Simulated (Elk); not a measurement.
**BAs (F-43m): refractive index against wavelength**

The refractive index of BAs (F-43m) below the direct gap (3.28 eV on the mesh) is read from one computed spectrum, n = √(Re ε).

Symmetry: F-43m, No. 216, cubic system. The conventional cell has a = 4.777 Å, b = 4.777 Å, c = 4.777 Å, α = 90.00°, β = 90.00°, γ = 90.00°. Around As on site c lie 4 B at 2.07 Å. B on site a is surrounded by 4 As at 2.07 Å.

Method: Elk 11.2.3 (patched build), PBE, independent particles, k-mesh 11×11×11, Lorentzian half width 0.15 eV.

Launch of the response step: `OMP_NUM_THREADS=4 elk`. The run took 17 s, its band step included, on 4 threads of AMD EPYC 7R13 Processor (Zen 3), with other jobs on the host.

| wavelength (nm) | photon energy E (eV) | n |
| --- | --- | --- |
| 1550 | 0.800 | 3.2080 |
| 1310 | 0.946 | 3.2213 |
| 1064 | 1.165 | 3.2460 |
| 850 | 1.459 | 3.2889 |
| 700 | 1.771 | 3.3496 |
| 633 | 1.959 | 3.3948 |
| 532 | 2.331 | ? |

In the single-oscillator model n² − 1 = E₀E_d/(E₀² − E²), so 1/(n² − 1) = E₀/E_d − E²/(E₀E_d) is linear in E².

Working, on the rows shown:

| x = E² (eV²) | y = 1/(n² − 1) |
| --- | --- |
| 0.639837 | 0.107628 |
| 0.895757 | 0.106646 |
| 1.35784 | 0.10486 |
| 2.12762 | 0.101866 |
| 3.13716 | 0.0978491 |
| 3.83641 | 0.0950149 |

Means: x̄ = 1.9991, ȳ = 0.10231. Σ(x − x̄)(y − ȳ) = -0.03219, Σ(x − x̄)² = 8.164. Slope = -0.03219 / 8.164 = -0.003943; intercept = ȳ − slope · x̄ = 0.11019. Turned back into n, the line misses the rows shown by at most 0.0009.

Task: Fill in the last column of the withheld row.

Result: At x = 5.4314 the line gives y = 0.088779, that is 3.5020. The run gave 3.5105, so the extrapolation is off by 0.0085, 3 % of the range in the table.

Refitted with all rows, the slope is -0.004018 and the intercept 0.11031. These give E₀ = √(intercept/−slope) = 5.24 eV and E_d = E₀/intercept = 47.5 eV; E₀ is 1.6 times the direct gap. The electronic limit at long wavelengths, without lattice vibrations, is n = √(1 + 1/intercept) = 3.173. Excitons are left out and so are local fields; PBE gaps are as a rule too small. The values come from a sum over the points of one k-mesh and carry its error, which grows as the direct gap shrinks. Spin-orbit coupling is left out.
